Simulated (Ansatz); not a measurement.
# La2Mg3Ni, from a guessed structure to a relaxed one

Starting from a made-up structure for La2Mg3Ni, the aim is the relaxed cell, its shortest contacts and, where a second run follows, its electronic structure.

Method: DFT, PBE, plane-wave PAW, files of the set soft_1, scalar-relativistic, ferromagnetic start, cell and ions relaxed at zero pressure; PAW set soft_1, in the first sound run; inputs show where later runs differ, in Ansatz 0.2.0.

### 1. The starting structure

It takes space group Pmm2 (No. 25, orthorhombic). The conventional cell has a = 4.202 Å, b = 4.603 Å, c = 8.057 Å, α = 90.00°, β = 90.00°, γ = 90.00°. La has 8 Mg at 3.37 to 3.47 Å and 4 Ni at 3.38 Å nearest. Nearest to La lie 2 Ni at 3.32 Å and 10 Mg at 3.35 to 3.56 Å. Ni has 3 Mg at 2.62 to 2.66 Å and 6 La at 3.32 to 3.38 Å nearest. Mg has 1 Ni at 2.62 Å and 2 Mg at 2.73 Å and 6 La at 3.38 to 3.56 Å nearest. Nearest to Mg lie 1 Mg at 2.65 Å and 2 Ni at 2.66 Å and 6 La at 3.35 to 3.37 Å. Mg has 3 Mg at 2.65 to 2.73 Å and 6 La at 3.42 to 3.47 Å nearest. Farther neighbours are not listed.

### 2. Relaxing cell and atoms

The guess takes its coordinates from another compound and its volume from a rule, so the cell and any free coordinates are relaxed together.

input.yaml

```yaml
crystal:
  lattice:
    - [4.202, 0.0, 0.0]
    - [0.0, 4.603, 0.0]
    - [0.0, 0.0, 8.057]
  atoms:
    - { symbol: La, position: [0.0, 0.0, 0.4938] }
    - { symbol: La, position: [0.0, 0.5, 0.0123] }
    - { symbol: Ni, position: [0.5, 0.5, 0.3307], spin: 1.0 }
    - { symbol: Mg, position: [0.5, 0.5, 0.6555] }
    - { symbol: Mg, position: [0.5, 0.0, 0.166] }
    - { symbol: Mg, position: [0.5, 0.0, 0.8368] }
magnetization:
  spin_polarized: true
kpoints:
  mp_grid: { grid: [6, 6, 4] }
scf:
  occupations: { method: fermi_dirac, width: 0.05 }
hamiltonian:
  xc: pbe
  pseudopotentials: { kind: paw, azcp: { folder: soft_1 } }
relax:
  f_tol: 0.015
  max_steps: 70
  cell: {}
output:
  forces: true
  stress: true
```

Run with:

```console
$ ansatz run input.yaml --threads 4 --pin off --max-ram 10240MiB --backend cpu --events-out ev --progress --plain --runs-dir out
```

Numbers of over 12 decimals in the logs are rounded to 6 here.

Log:

```text
Engine: ansatz 0.2.0, aarch64-unknown-linux-gnu
Pseudopotentials: kind: paw
Pseudopotential: La, paw, valence charge 11, recommended cutoff 420 eV (normal), soft_1/La.paw.azcp
Pseudopotential: Ni, paw, valence charge 18, recommended cutoff 420 eV (normal), soft_1/Ni.paw.azcp
Pseudopotential: Mg, paw, valence charge 10, recommended cutoff 420 eV (normal), soft_1/Mg.paw.azcp
Functional definition: PBE
  parameter kappa = 0.804
  parameter beta = 0.066725
  exchange = pbe_x(kappa = kappa, mu = beta*pi^2/3)
  correlation = pbe_c(beta = beta)
Crystal: 6 atoms, lattice volume = 155.837 Å³
Basis set: ecut = 420 eV, 3031 PW (Γ), exchange–correlation on 60×64×108 points (8 copies of the dense FFT grid, shifted against one another)
Bands: 43, of which v1, the nominal top of the filled ones, is band 35 counted from 1 (34 counted from 0)
Symmetry: 4 space group operations
Space group: Pmm2 (ITA 25), of the structure as read, at distance tolerance 5.4e-5 Å
Magnetic group: BNS 25.57 (UNI 155), of the structure as read, at distance tolerance 5.4e-5 Å
k-points: 48 of 144 (time reversal used)
Non-local potential: La, projectors of the file, l = 0: 3, l = 1: 2, l = 2: 2, l = 3: 3
Non-local potential: Ni, projectors of the file, l = 0: 3, l = 1: 2, l = 2: 3, l = 3: 1
Non-local potential: Mg, projectors of the file, l = 0: 3, l = 1: 2, l = 2: 1
PAW form: soft (Blöchl's): semilocal exchange-correlation on the pseudo side does not see the compensation charge
PAW one-centre angular grid: La, 590 points (default); XC on 64 Gauss nodes
PAW one-centre angular grid: Ni, 590 points (default); XC on 64 Gauss nodes
PAW one-centre angular grid: Mg, 110 points (default); XC on 64 Gauss nodes
Initial density: superposition of atomic densities (chi_scale 0.1, normalization cell, long waves kept (reshape's long-wave potential 0.13 eV rms))
Starting moments: Σ|m| = 1 μB on 1 of 6 sites
Initial wavefunctions: pseudopotential atomic-orbital guess
Functional: x = pbe(κ = 0.804, μ = 0.219515), c = pbe(β = 0.066725)
SCF iter   1: F=—  HF=-24113.492676 eV  |F-HF|=—  |Δ(HF+E_count)|=         —  Δρ=5.48e-2 (↑5.26e-2 ↓5.48e-2)  dr2=2.52e1  dr2_m=1.38e-2  M=0.722 μB ∫|m|=1.344 μB  β_m=0.30  ethr=3.10e-3  ⟨swp⟩=10.2  Hψ=19612  notcnv=0
Mixer restart at iter 1: flushing history
preconditioner: auto → Kerker (q_TF=auto, 2.388 Å⁻¹)  [metal: Δε(μ)=0.010 eV  Ē_g=7.958 eV  σ=0.050 eV  W_gap=0.05  n_scr=38 (ndim 8)  ℏωp=17.3 eV  f_vac=0.000  D(μ)=7.23/eV (n_scr^D=60)]
spin=Collinear: Kerker preconditioning applied to the charge; magnetization (m = ρ↑ − ρ↓) channel mixes plain (no charge-response kernel on spin).
SCF iter   2: F=—  HF=-24110.263989 eV  |F-HF|=—  |Δ(HF+E_count)|=    3.23e0  Δρ=2.44e-2 (↑2.06e-2 ↓2.44e-2)  dr2=4.63e0  dr2_m=1.64e-2  M=0.710 μB ∫|m|=1.113 μB  β_m=0.27  ethr=3.10e-3  ⟨swp⟩=4.8  Hψ=11361  notcnv=0  defer=2
SCF iter   3: F=—  HF=-24110.594335 eV  |F-HF|=—  |Δ(HF+E_count)|=   3.30e-1  Δρ=1.05e-2 (↑8.73e-3 ↓1.05e-2)  dr2=2.74e0  dr2_m=2.29e-2  M=0.675 μB ∫|m|=1.110 μB  β_m=0.51  ethr=3.10e-3  ⟨swp⟩=3.8  Hψ=7052  notcnv=0  defer=9
SCF iter   4: F=—  HF=-24110.986450 eV  |F-HF|=—  |Δ(HF+E_count)|=   3.92e-1  Δρ=2.37e-2 (↑4.33e-3 ↓2.37e-2)  dr2=9.48e-1  dr2_m=1.47e-1  M=0.456 μB ∫|m|=0.866 μB  β_m=0.47  ethr=3.10e-3  ⟨swp⟩=6.6  Hψ=11426  notcnv=0  defer=25
SCF iter   5: F=—  HF=-24111.416267 eV  |F-HF|=—  |Δ(HF+E_count)|=   4.30e-1  Δρ=7.92e-3 (↑7.92e-3 ↓6.20e-3)  dr2=7.89e-2  dr2_m=6.47e-2  M=0.352 μB ∫|m|=0.696 μB  β_m=0.54  ethr=1.35e-3  ⟨swp⟩=5.0  Hψ=7189  notcnv=0  defer=12
SCF iter   6: F=—  HF=-24111.489149 eV  |F-HF|=—  |Δ(HF+E_count)|=         —  Δρ=8.23e-3 (↑8.23e-3 ↓1.04e-3)  dr2=7.88e-2  dr2_m=2.58e-2  M=0.209 μB ∫|m|=0.378 μB  β_m=0.74  ethr=1.13e-4  ⟨swp⟩=6.3  Hψ=8706  notcnv=0  defer=26
Mixer restart at iter 6: flushing history
SCF iter   7: F=—  HF=-24111.518447 eV  |F-HF|=—  |Δ(HF+E_count)|=   2.93e-2  Δρ=1.14e-2 (↑6.04e-3 ↓1.14e-2)  dr2=3.00e-1  dr2_m=1.07e-2  M=0.214 μB ∫|m|=0.321 μB  β_m=0.39  ethr=1.13e-4  ⟨swp⟩=5.1  Hψ=10619  notcnv=0  defer=5  recentre
SCF iter   8: F=—  HF=-24111.491258 eV  |F-HF|=—  |Δ(HF+E_count)|=   2.72e-2  Δρ=6.48e-3 (↑6.48e-3 ↓8.07e-4)  dr2=5.57e-2  dr2_m=1.30e-2  M=0.213 μB ∫|m|=0.339 μB  β_m=0.25  ethr=1.13e-4  ⟨swp⟩=4.4  Hψ=10465  notcnv=0  defer=2
SCF iter   9: F=—  HF=-24111.492334 eV  |F-HF|=—  |Δ(HF+E_count)|=   1.08e-3  Δρ=1.93e-3 (↑1.93e-3 ↓1.91e-3)  dr2=1.32e-3  dr2_m=5.22e-3  M=0.218 μB ∫|m|=0.299 μB  β_m=0.66  ethr=7.95e-5  ⟨swp⟩=2.7  Hψ=6016  notcnv=0  defer=1
SCF iter  10: F=—  HF=-24111.492948 eV  |F-HF|=—  |Δ(HF+E_count)|=   6.14e-4  Δρ=2.81e-4 (↑8.88e-5 ↓2.81e-4)  dr2=1.96e-4  dr2_m=2.31e-5  M=0.225 μB ∫|m|=0.240 μB  β_m=0.70  ethr=1.89e-6  ⟨swp⟩=2.7  Hψ=7280  notcnv=0
SCF iter  11: F=—  HF=-24111.492972 eV  |F-HF|=—  |Δ(HF+E_count)|=   2.41e-5  Δρ=1.87e-4 (↑1.87e-4 ↓7.01e-5)  dr2=6.87e-5  dr2_m=7.41e-6  M=0.222 μB ∫|m|=0.231 μB  β_m=0.85  ethr=2.80e-7  ⟨swp⟩=2.1  Hψ=5218  notcnv=0
SCF iter  12: F=—  HF=-24111.493006 eV  |F-HF|=—  |Δ(HF+E_count)|=   3.37e-5  Δρ=1.10e-4 (↑1.10e-4 ↓4.25e-5)  dr2=2.17e-5  dr2_m=3.10e-6  M=0.216 μB ∫|m|=0.222 μB  β_m=0.84  ethr=9.81e-8  ⟨swp⟩=2.0  Hψ=5215  notcnv=0
SCF iter  13: F=—  HF=-24111.493018 eV  |F-HF|=—  |Δ(HF+E_count)|=   1.25e-5  Δρ=4.13e-5 (↑2.72e-5 ↓4.13e-5)  dr2=2.10e-6  dr2_m=1.20e-6  M=0.208 μB ∫|m|=0.212 μB  β_m=0.92  ethr=3.10e-8  ⟨swp⟩=2.2  Hψ=6329  notcnv=0
SCF iter  14: F=—  HF=-24111.493029 eV  |F-HF|=—  |Δ(HF+E_count)|=   1.09e-5  Δρ=3.19e-5 (↑2.38e-5 ↓3.19e-5)  dr2=7.02e-7  dr2_m=9.30e-7  M=0.199 μB ∫|m|=0.203 μB  β_m=0.96  ethr=3.00e-9  ⟨swp⟩=3.0  Hψ=6391  notcnv=0
SCF iter  15: F=—  HF=-24111.493046 eV  |F-HF|=—  |Δ(HF+E_count)|=   1.72e-5  Δρ=3.65e-5 (↑3.65e-5 ↓2.97e-5)  dr2=3.28e-6  dr2_m=6.37e-7  M=0.181 μB ∫|m|=0.184 μB  β_m=0.98  ethr=1.00e-9  ⟨swp⟩=3.4  Hψ=8937  notcnv=0
SCF iter  16: F=—  HF=-24111.493068 eV  |F-HF|=—  |Δ(HF+E_count)|=   2.14e-5  Δρ=2.69e-5 (↑2.69e-5 ↓2.04e-5)  dr2=9.97e-7  dr2_m=4.33e-7  M=0.153 μB ∫|m|=0.155 μB  β_m=0.73  ethr=1.00e-9  ⟨swp⟩=3.9  Hψ=9394  notcnv=0
SCF iter  17: F=—  HF=-24111.493086 eV  |F-HF|=—  |Δ(HF+E_count)|=   1.80e-5  Δρ=1.45e-5 (↑1.43e-5 ↓1.45e-5)  dr2=4.74e-8  dr2_m=2.89e-7  M=0.120 μB ∫|m|=0.121 μB  β_m=0.49  ethr=1.00e-9  ⟨swp⟩=3.9  Hψ=9643  notcnv=0
SCF iter  18: F=—  HF=-24111.493097 eV  |F-HF|=—  |Δ(HF+E_count)|=   1.10e-5  Δρ=1.14e-5 (↑1.14e-5 ↓1.13e-5)  dr2=3.02e-8  dr2_m=1.80e-7  M=0.094 μB ∫|m|=0.095 μB  β_m=0.52  ethr=6.77e-11  ⟨swp⟩=4.6  Hψ=10964  notcnv=0
[...]
relax step   6: F+E_penalty+E_count = -24112.16346265 eV  Δ(F+E_penalty+E_count) = -2.051e-2 eV  max|allowed force component| = 2.021e-2 eV/Å  Δτ_max = 0.0632 Å  P = -0.074 GPa  Ω = 159.773 Å³  energy of the carried Pulay correction = -2.451e-4 eV  (11 SCF iters, dr2 threshold 6.00e-7 eV, accepted)
relax step   7: F+E_penalty+E_count = -24112.16380788 eV  Δ(F+E_penalty+E_count) = -3.452e-4 eV  max|allowed force component| = 1.474e-2 eV/Å  Δτ_max = 0.0108 Å  P = +0.048 GPa  Ω = 159.261 Å³  energy of the carried Pulay correction = -2.135e-4 eV  (8 SCF iters, dr2 threshold 6.80e-8 eV, accepted)
relax step   8: F+E_penalty+E_count = -24112.16388816 eV  Δ(F+E_penalty+E_count) = -8.028e-5 eV  max|allowed force component| = 6.721e-3 eV/Å  Δτ_max = 0.0051 Å  P = -0.005 GPa  Ω = 159.409 Å³  energy of the carried Pulay correction = -2.227e-4 eV  (8 SCF iters, dr2 threshold 1.83e-8 eV, accepted)
relax step   9: F+E_penalty+E_count = -24112.16689510 eV  Δ(F+E_penalty+E_count) = -3.007e-3 eV  max|allowed force component| = 6.841e-3 eV/Å  Δτ_max = 0.0000 Å  P = +0.050 GPa  Ω = 159.409 Å³  stress off target by 1.02e-1 GPa  SCF on the basis re-selected at this cell (its energy is not comparable with the rows above)  (13 SCF iters)
relax step  10: F+E_penalty+E_count = -24112.16700598 eV  Δ(F+E_penalty+E_count) = -1.109e-4 eV  max|allowed force component| = 1.332e-3 eV/Å  Δτ_max = 0.0025 Å  P = +0.000 GPa  Ω = 159.566 Å³  energy of the carried Pulay correction = -1.151e-5 eV  (7 SCF iters, dr2 threshold 2.58e-8 eV, accepted)
iter 1 solved again at ethr=3.69e-6 eV; its pass at ethr=3.10e-3 eV (dr2=2.58e-3 eV) is discarded
SCF iter   1: F=—  HF=-24112.166940 eV  |F-HF|=—  |Δ(HF+E_count)|=         —  Δρ=4.68e-5 (↑4.68e-5 ↓4.68e-5)  dr2=3.01e-7  dr2_m=1.79e-11  M=0.000 μB ∫|m|=0.000 μB  β_m=0.65  ethr=3.69e-6  ⟨swp⟩=3.3  Hψ=30494  notcnv=0
eigensolver tolerance schedule: the retry pair's looser diagonalisation over-reported the residual by 8580.35 of it (diagonalisation noise at an unbounded share of the residual, at the tolerance the schedule requests for it); recorded, not acted on — ethr = c·dr2/N_el stays at c = 1.0e-1
preconditioner: auto → Kerker (q_TF=auto, 2.009 Å⁻¹)  [metal: Δε(μ)=0.034 eV  Ē_g=8.113 eV  σ=0.050 eV  W_gap=0.17  n_scr=20 (ndim 8)  ℏωp=17.1 eV  f_vac=0.000  D(μ)=5.49/eV (n_scr^D=38)]
spin=Collinear: Kerker preconditioning applied to the charge; magnetization (m = ρ↑ − ρ↓) channel mixes plain (no charge-response kernel on spin).
SCF iter   2: F=—  HF=-24112.167008 eV  |F-HF|=—  |Δ(HF+E_count)|=   6.77e-5  Δρ=1.67e-5 (↑1.67e-5 ↓1.67e-5)  dr2=4.29e-8  dr2_m=7.84e-12  M=0.000 μB ∫|m|=0.000 μB  β_m=0.63  ethr=4.30e-10  ⟨swp⟩=3.2  Hψ=9598  notcnv=0
SCF iter   3: F=—  HF=-24112.167017 eV  |F-HF|=—  |Δ(HF+E_count)|=   9.62e-6  Δρ=3.24e-6 (↑3.24e-6 ↓3.17e-6)  dr2=2.37e-8  dr2_m=3.16e-12  M=0.000 μB ∫|m|=0.000 μB  β_m=0.51  ethr=6.13e-11  ⟨swp⟩=2.3  Hψ=7575  notcnv=0
SCF iter   4: F=—  HF=-24112.167017 eV  |F-HF|=—  |Δ(HF+E_count)|=   1.16e-7  Δρ=7.19e-7 (↑6.70e-7 ↓7.19e-7)  dr2=1.02e-9  dr2_m=2.20e-12  M=0.000 μB ∫|m|=0.000 μB  β_m=0.50  ethr=3.38e-11  ⟨swp⟩=2.3  Hψ=7529  notcnv=0
SCF iter   5: F=—  HF=-24112.167017 eV  |F-HF|=—  |Δ(HF+E_count)|=   9.45e-8  Δρ=1.83e-7 (↑1.51e-7 ↓1.83e-7)  dr2=9.75e-11  dr2_m=1.51e-12  M=0.000 μB ∫|m|=0.000 μB  β_m=0.75  ethr=1.45e-12  ⟨swp⟩=2.0  Hψ=7528  notcnv=0
SCF iter   6: F=—  HF=-24112.167017 eV  |F-HF|=—  |Δ(HF+E_count)|=  2.07e-10  Δρ=6.10e-8 (↑3.65e-8 ↓6.10e-8)  dr2=1.51e-11  dr2_m=4.09e-13  M=0.000 μB ∫|m|=0.000 μB  β_m=0.81  ethr=1.00e-12  ⟨swp⟩=1.0  Hψ=4131  notcnv=0
SCF iter   7: F=-24112.167017 eV  HF=-24112.167017 eV  |F-HF|=2.55e-11  |Δ(HF+E_count)|=  1.09e-11  Δρ=6.67e-8 (↑5.13e-8 ↓6.67e-8)  dr2=2.61e-11  dr2_m=1.05e-13  M=0.000 μB ∫|m|=0.000 μB  ethr=1.00e-12  ⟨swp⟩=3.0  Hψ=12763  notcnv=0
the starting moments were not kept: the SCF closed with an absolute magnetisation of 1.7e-6 μB, where they sum to 1 μB in size (1 site). That is at most 0.1 of that sum. Measured as dr2_m measures the in/out step, that magnetisation stands 5.1e-13 eV from none, at or under the dr2_threshold of 6.0e-11 eV: it is no larger than a step whose dr2_m would equal this threshold.
SCF 11 converged in 7 iterations: F = -24112.167017 eV  dr2 = 2.61e-11
relax step  11: F+E_penalty+E_count = -24112.16701739 eV  Δ(F+E_penalty+E_count) = -1.141e-5 eV  max|allowed force component| = 1.311e-3 eV/Å  Δτ_max = 0.0000 Å  P = -0.000 GPa  Ω = 159.566 Å³  stress off target by 1.23e-2 GPa  SCF on the basis re-selected at this cell (its energy is not comparable with the rows above)  (7 SCF iters)
basis re-selected at this cell: Δ(F+E_penalty+E_count) = -1.141e-5 eV, ΔP = -0.000 GPa vs the last step (what re-selecting the basis moved, of the pressure what is left beyond the Pulay correction that the steps carried, after the strain that the cell walked since its last selection, with what the two solves' SCF thresholds leave and, on support functions, any second-order correction that the steps lacked; it is no m [...]
SCF converged after 7 iterations
Magnetization: 0.0000 μB (35.0000 up, 35.0000 down)
Absolute magnetization: 0.0000 μB (∫|ρ↑−ρ↓|, with the PAW one-centre terms)
Spin contamination: 0.0000 ħ² per cell (⟨S²⟩ above its minimum at these occupations)
Per-site moments (μB) at R_I (Å): [(8.52862095026481e-8, 1.311310), (9.805800577924787e-8, 1.190186), (-3.04578536048858e-7, 1.153658), (2.302233881341196e-8, 1.176365), (1.0149614547603986e-8, 1.153658), (5.282352692840927e-8, 1.217746)]
Free energy (F): -24112.167017 eV
Harris-Foulkes:  -24112.167017 eV  (|F-HF|=2.55e-11)
Internal energy: -24112.121243 eV  (E = F + TS)
E sigma→0 (E₀):  -24112.144130 eV
Entropy (-TS):   -0.045774 eV (-7.629 meV/atom)
Fermi energy:    8.482398 eV
--- Per-component energies (eV) ---
  E_band       = -1571.875840
  E_kinetic    = 918.103607
  E_local      = -10949.735763  (includes V_loc(G=0)·N_el)
  E_nonlocal   = 646.362149
  E_hartree    = 4614.780656
  E_xc         = -474.303130
  E_vxc        = -533.157870  (∫ρ·V_xc dr)
  E_paw        = -13396.734313  (= ΣΔE_a)
  E_vpaw       = -883.010238  (= ΣTr[D̂ρ^β])
  E_aug_tail   = 0.000457  (compensation charges beyond the density's cutoff)
  E_ewald      = -5470.594907
  E_smearing   = -0.045774  (= −TS)
  E_closure    = 0.000000  (closes the sum)
  Σ components = -24112.167017   (vs F -24112.167017, Δ=0.00e0)
--- Forces (eV/Å), atoms counted from 1 ---
  atom   1  La     0.00000000    -0.00000000    -0.00036493
  atom   2  La    -0.00000000     0.00000000     0.00131096
  atom   3  Ni     0.00000000    -0.00000000    -0.00023976
  atom   4  Mg    -0.00000000     0.00000000    -0.00118731
  atom   5  Mg    -0.00000000     0.00000000     0.00082596
  atom   6  Mg     0.00000000    -0.00000000    -0.00034624
  max |Σ_I F_I| component: 1.32e-6 eV/Å
--- Stress (GPa, compression-positive) ---
       -0.012279       0.000000       0.000000
        0.000000       0.004026       0.000000
        0.000000       0.000000       0.008072
  P = ⅓ Tr σ = -0.0001 GPa (-0.001 kbar)
--- Relaxed structure (9 steps of the walk, 9 accepted, 2 SCFs on fresh bases) ---
  F+E_penalty+E_count = -24112.16701739 eV   max|allowed force component| = 1.311e-3 eV/Å   (the final SCF, on the basis selected at the relaxed cell)
  cell:  # Å, volume = 159.5662 Å³
    - [3.691849, 0.0, 0.0]
    - [0.0, 5.024122, 0.0]
    - [0.0, 0.0, 8.602744]
  atoms:
    - { symbol: La, position: [0.0, 0.0, 0.473340] }
    - { symbol: La, position: [0.0, 0.5, 0.057628] }
    - { symbol: Ni, position: [0.500000, 0.5, 0.315400] }
    - { symbol: Mg, position: [0.500000, 0.5, 0.646898] }
    - { symbol: Mg, position: [0.500000, 0.0, 0.172496] }
    - { symbol: Mg, position: [0.500000, 0.0, 0.829337] }
```

It took 3.7 min on 4 threads of Arm Neoverse V2, shared host; peak memory 0.78 GiB.

The steps of the relaxation:

```csv
step,energy less that of the first step (eV),largest force component (eV/Å),pressure (GPa),volume (Å³)
1,0.0000,0.9792,2.09,155.84
2,-0.3832,0.4466,0.50,160.67
3,-0.5820,0.3001,0.41,160.41
4,-0.6428,0.1995,-1.13,164.29
5,-0.6498,0.2959,0.55,158.63
6,-0.6704,0.0202,-0.07,159.77
7,-0.6707,0.0147,0.05,159.26
8,-0.6708,0.0067,-0.01,159.41
9*,-0.6738,0.0068,0.05,159.41
10,-0.6739,0.0013,0.00,159.57
11*,-0.6739,0.0013,0.00,159.57
```

Relaxation steps marked * repeat the geometry before them on a plane-wave basis chosen anew for their cell, so energy and pressure can jump there.

Forces are held to the 4 operations that the run works with; a distortion that breaks them can't arise in this run.

```csv
cell as run,before,after,change
a (Å),4.202,3.692,-12.1 %
b (Å),4.603,5.024,+9.1 %
c (Å),8.057,8.603,+6.8 %
volume (Å³/atom),25.97,26.59,+2.4 %
```

The atoms that moved most (Å, as changes of fractional coordinates times the final cell):

```csv
atom,dx,dy,dz,length
La2,0.000,0.000,0.390,0.390
La1,0.000,0.000,-0.176,0.176
Ni3,0.000,0.000,-0.132,0.132
Mg4,0.000,0.000,-0.074,0.074
Mg6,0.000,0.000,-0.064,0.064
Mg5,0.000,0.000,0.056,0.056
```

Numbers from this step:

```
free energy             : -24112.1670 eV
energy at zero smearing : -24112.1441 eV
smearing term TS        : 0.04577 eV
Fermi energy            : 8.482 eV
electrons               : 70
symmetry operations     : 4
pressure                : -6.05e-5 GPa
```

Shortest distances by pair of elements, guess and relaxed (not always the same contact):

```csv
pair,guess (Å),relaxed (Å)
Mg–Ni,2.617,2.797
La–Ni,3.316,2.885
Mg–Mg,2.652,2.952
La–Mg,3.353,3.179
La–La,4.202,3.692
```

The relaxation ends with a largest force component of 0.0013 eV/Å and a pressure of 0.00 GPa. No moment survives the cycle: this start ends non-magnetic.

[end of part 1 of 2]

[Logs are printed without paths, hosts, clocks, repeated set-up lines and the standing remarks that a program may print on its own settings, such as how far it seeks lower states.]

[Hosts, paths, dates, database ids (printed as entryN), source tags and the programs' standing remarks are cut or masked in the printed files.]
